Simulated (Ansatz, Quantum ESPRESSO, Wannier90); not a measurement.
# Ballistic channels from Wannier functions: zigzag Ag chain, bond 2.66 Å, width 1.6 Å, part 5 of 5

How many channels does the wire offer, and does a small Wannier basis get them right? The wire: zigzag Ag chain, bond 2.66 Å, width 1.6 Å.

Quantum ESPRESSO 7.5 and Wannier90 3.1.0; plane-wave DFT, PBE, GBRV ultrasoft pseudopotentials; cross-check by Ansatz 0.2.0 with PAW datasets.

So far. Step 6 (Localisation, bands and conductance): Bands and channels are those of the Wannier model: bands that were not projected, and all outside the frozen window, are missing or only approximate. Step 10 (Neighbour list from wannier90 -pp, with num_wann = 13): Each Wannier function needs a starting projection, or random ones must be asked for.

### Step 11. The same in Ansatz

A second code with its own PAW datasets, on the same atoms.

Level of this step: plane-wave DFT, PBE, Ansatz PAW (Ansatz 0.2.0).

File input.yaml:

```yaml
crystal:
  lattice:
    - [9.0, 0.0, 0.0]
    - [0.0, 8.0, 0.0]
    - [0.0, 0.0, 4.2499882353]
  atoms:
    - { symbol: Ag, position: [-0.0888888889, 0.0, 0.0] }
    - { symbol: Ag, position: [0.0888888889, 0.0, 0.5] }
kpoints:
  mp_grid: { grid: [1, 1, 16] }
hamiltonian:
  xc: pbe
scf:
  occupations: { method: fermi_dirac, width: 0.05 }
  convergence: { dr2_threshold: 1.0e-08 }
output:
  transmission:
    leads: [[0, 0]]
    e_range: [-4.0, 2.0]
    de: 0.05
    kmesh: [1, 1]
    reduced_basis: true
```

Command:

```sh
> ansatz run input.yaml --threads 2 --pin off --max-ram 4096MiB --backend cpu --events-out ev --progress --plain --runs-dir out
```

Numbers of over 12 decimals in the logs are rounded to 6 here.

The log of the run:

```text
Engine: ansatz 0.2.0, aarch64-unknown-linux-gnu
Pseudopotentials: kind: paw
Pseudopotential: Ag, paw, valence charge 19, recommended cutoff 420 eV (normal), Ag.paw.azcp
Functional definition: PBE
  parameter kappa = 0.804
  parameter beta = 0.066725
  exchange = pbe_x(kappa = kappa, mu = beta*pi^2/3)
  correlation = pbe_c(beta = beta)
Crystal: 2 atoms, lattice volume = 305.999 Å³
Basis set: ecut = 420 eV, 5991 PW (Γ)
Bands: 23, of which v1, the nominal top of the filled ones, is band 19 counted from 1 (18 counted from 0)
Symmetry: 8 space group operations
Space group: Pmma (ITA 51), of the structure as read, at distance tolerance 6.7e-5 Å
k-points: 9 of 16
Non-local potential: Ag, projectors of the file, l = 0: 3, l = 1: 2, l = 2: 2, l = 3: 1
PAW form: soft (Blöchl's): semilocal exchange-correlation on the pseudo side does not see the compensation charge
PAW one-centre angular grid: Ag, 590 points (default); XC on 64 Gauss nodes
Initial density: superposition of atomic densities (neutral atoms: chi_scale 0, normalization atom), corrected by the library's trained network
Initial wavefunctions: pseudopotential atomic-orbital guess
Functional: x = pbe(κ = 0.804, μ = 0.219515), c = pbe(β = 0.066725)
SCF iter   1: F=—  HF=-15178.586684 eV  |F-HF|=—  |Δ(HF+E_count)|=         —  Δρ=6.19e-4  dr2=1.24e-3  ethr=1.77e-3  ⟨swp⟩=6.2  Hψ=920  notcnv=0
preconditioner: auto → LDOS  [metal: Δε(μ)=0.000 eV  Ē_g=6.174 eV  σ=0.050 eV  W_gap=0.00  n_scr=38 (ndim 8)  ℏωp=10.0 eV  f_vac=0.735  D(μ)=1.25/eV (n_scr^D=4)  β→1.0]
SCF iter   2: F=—  HF=-15178.590282 eV  |F-HF|=—  |Δ(HF+E_count)|=   3.60e-3  Δρ=5.58e-4  dr2=7.57e-4  ethr=3.27e-6  ⟨swp⟩=3.3  Hψ=572  notcnv=0
SCF iter   3: F=—  HF=-15178.590164 eV  |F-HF|=—  |Δ(HF+E_count)|=   1.18e-4  Δρ=2.82e-4  dr2=2.21e-4  ethr=1.99e-6  ⟨swp⟩=2.0  Hψ=383  notcnv=0
SCF iter   4: F=—  HF=-15178.590121 eV  |F-HF|=—  |Δ(HF+E_count)|=   4.26e-5  Δρ=6.07e-5  dr2=1.03e-5  ethr=5.83e-7  ⟨swp⟩=2.0  Hψ=304  notcnv=0
SCF iter   5: F=—  HF=-15178.590129 eV  |F-HF|=—  |Δ(HF+E_count)|=   7.86e-6  Δρ=1.48e-5  dr2=5.43e-7  ethr=2.71e-8  ⟨swp⟩=2.0  Hψ=307  notcnv=0
SCF iter   6: F=—  HF=-15178.590189 eV  |F-HF|=—  |Δ(HF+E_count)|=   5.97e-5  Δρ=4.64e-6  dr2=9.23e-8  ethr=1.43e-9  ⟨swp⟩=2.4  Hψ=339  notcnv=0
SCF iter   7: F=-15178.590189 eV  HF=-15178.590189 eV  |F-HF|=4.78e-10  |Δ(HF+E_count)|=   2.07e-8  Δρ=1.42e-6  dr2=7.20e-9  ethr=2.63e-11  ⟨swp⟩=1.0  Hψ=550  notcnv=0
SCF 1 converged in 7 iterations: F = -15178.590189 eV  dr2 = 7.20e-9
  greatest PAW one-centre occupation: 1.000 electrons in one spin orbital (limit 2), on the Ag atom at site 1 (counted from 0), in its partial waves of l = 0
transmission: 6 of 36 steps passed
transmission: 12 of 36 steps passed
[...]
transmission: 36 of 36 steps passed
SCF converged after 7 iterations
Free energy (F): -15178.590189 eV
Harris-Foulkes:  -15178.590189 eV  (|F-HF|=4.78e-10)
Internal energy: -15178.581521 eV  (E = F + TS)
E sigma→0 (E₀):  -15178.585855 eV
Entropy (-TS):   -0.008668 eV (-4.334 meV/atom)
Fermi energy:    -1.672257 eV
--- Per-component energies (eV) ---
  E_band       = -1156.413477
  E_kinetic    = 1056.148849
  E_local      = -13130.536941  (includes V_loc(G=0)·N_el)
  E_nonlocal   = 163.445284
  E_hartree    = 6024.721438
  E_xc         = -365.631331
  E_vxc        = -463.773384  (∫ρ·V_xc dr)
  E_paw        = -7808.605766  (= ΣΔE_a)
  E_vpaw       = -831.134913  (= ΣTr[D̂ρ^β])
  E_aug_tail   = 0.000631  (compensation charges beyond the density's cutoff)
  E_ewald      = -1118.123685
  E_smearing   = -0.008668  (= −TS)
  E_closure    = 0.000000  (closes the sum)
  Σ components = -15178.590189   (vs F -15178.590189, Δ=0.00e0)
--- Band table (eV; the first three rows and the last of 9) ---
  k-point 0: bands = [... 15 lower, -4.6488, -4.5974, -4.3510, -3.8151, -0.5912, 0.6715, 1.3880, 2.6620]
  k-point 1: bands = [... 15 lower, -4.6754, -4.5982, -4.3345, -3.7972, -0.5595, 0.7128, 1.4194, 2.6925]
  k-point 2: bands = [... 15 lower, -4.7006, -4.6005, -4.3051, -3.7334, -0.4659, 0.8354, 1.5126, 2.7830]
  k-point 8: bands = [... 15 lower, -4.6625, -4.5909, -4.5909, -1.6723, -1.6723, 1.6528, 1.6528, 2.9731]
--- Transmission ---
  basis      : 629 plane waves across, 6 finite elements along
  points     : 1, standing for a mesh of 1 x 1
  energies   : 121 from -4.000000 to 2.000000 eV about the Fermi level, 0.050000 eV apart; the leads are filled to 0.000000 eV, and channels, transmission and decay are at 0.000000 eV
  crystal 0  : Ag2, at the sites [0, 0], period 4.2500 Å: whole cells are its period
    offset         : up to 0.0000 Å between an atom of the period and one for which it stands
    channels       : 1.000000e0 a spin
    conductance    : none, the energies end too early or step too widely for 300 K: set another output.transmission.e_range or a lower de, or, where they end at an eighth of basis.ecutwfc, a higher one
```

It took 48 s on 2 threads of Arm Neoverse V1, shared host; peak memory 0.59 GiB; 93 s of CPU time.

This step gave:

* free energy: -15178.5902 eV
* energy at zero smearing: -15178.5859 eV
* smearing term TS: 0.008668 eV
* Fermi energy: -1.672 eV
* symmetry operations: 8
* lead channels at the Fermi level, one spin: 1

Per spin. Table of open channels by energy, zero at the Fermi level:

energy (eV), open channels and a bar:
```
   -4.000       1.00 ##########
   -3.800       2.00 ####################
   -3.600       1.00 ##########
   -3.400       1.00 ##########
   -3.200       2.00 ####################
   -3.000       3.00 ##############################
   -2.800       1.00 ##########
   -2.600       0.00 
   -2.400       0.00 
   -2.200       0.00 
   -2.000       1.00 ##########
   -1.800       1.00 ##########
   -1.600       1.00 ##########
   -1.400       1.00 ##########
   -1.200       1.00 ##########
   -1.000       1.00 ##########
   -0.800       1.00 ##########
   -0.600       1.00 ##########
   -0.400       1.00 ##########
   -0.200       1.00 ##########
    0.000       1.00 ##########
    0.200       1.00 ##########
    0.400       1.00 ##########
    0.600       1.00 ##########
    0.800       1.00 ##########
    1.000       1.00 ##########
    1.200       2.00 ####################
    1.400       2.00 ####################
    1.600       2.00 ####################
    1.800       0.00
```

### Step 12. The arithmetic

1 channel × 77.48 µS = 77 µS, a two-terminal resistance of 12.906/1 = 12.91 kΩ whatever the wire's length, as long as nothing scatters.

### Step 13. Results

| Item | Value |
| --- | --- |
| open channels at the Fermi level, per spin | 1 |
| total spread | 15.0 Å² |
| gauge-invariant spread | 14.1 Å² |
| largest band misfit in the frozen window | 0.120 eV |
| channels at the Fermi level by Ansatz | 1 |

What this shows: The wire offers 1 channel per spin at the Fermi level. Between -4 and 1.5 eV the channel count from Wannier functions equals that from Ansatz's layer matching at 97 % of the energies; outside the frozen window the Wannier bands are not held to the plane-wave ones. The interpolated bands miss plane-wave levels by up to 0.12 eV between mesh points, so steps of the conductance can sit that far off. The wire is perfect, so the conductance only counts bands: each channel, with its partner of the other spin, carries G₀ = 2e²/h. It was run without spin polarisation, which was not tested.

[Logs are printed without paths, hosts, clocks, repeated set-up lines and the standing remarks that a program may print on its own settings, such as how far it seeks lower states.]

[Hosts, paths, dates, database ids (printed as entryN), source tags and the programs' standing remarks are cut or masked in the printed files.]

[Maps of the electrostatic potential energy from Ansatz leave out the sawtooth potential of an applied field or a dipole correction, so their vacuum need not be flat; planar profiles and work functions include it.]
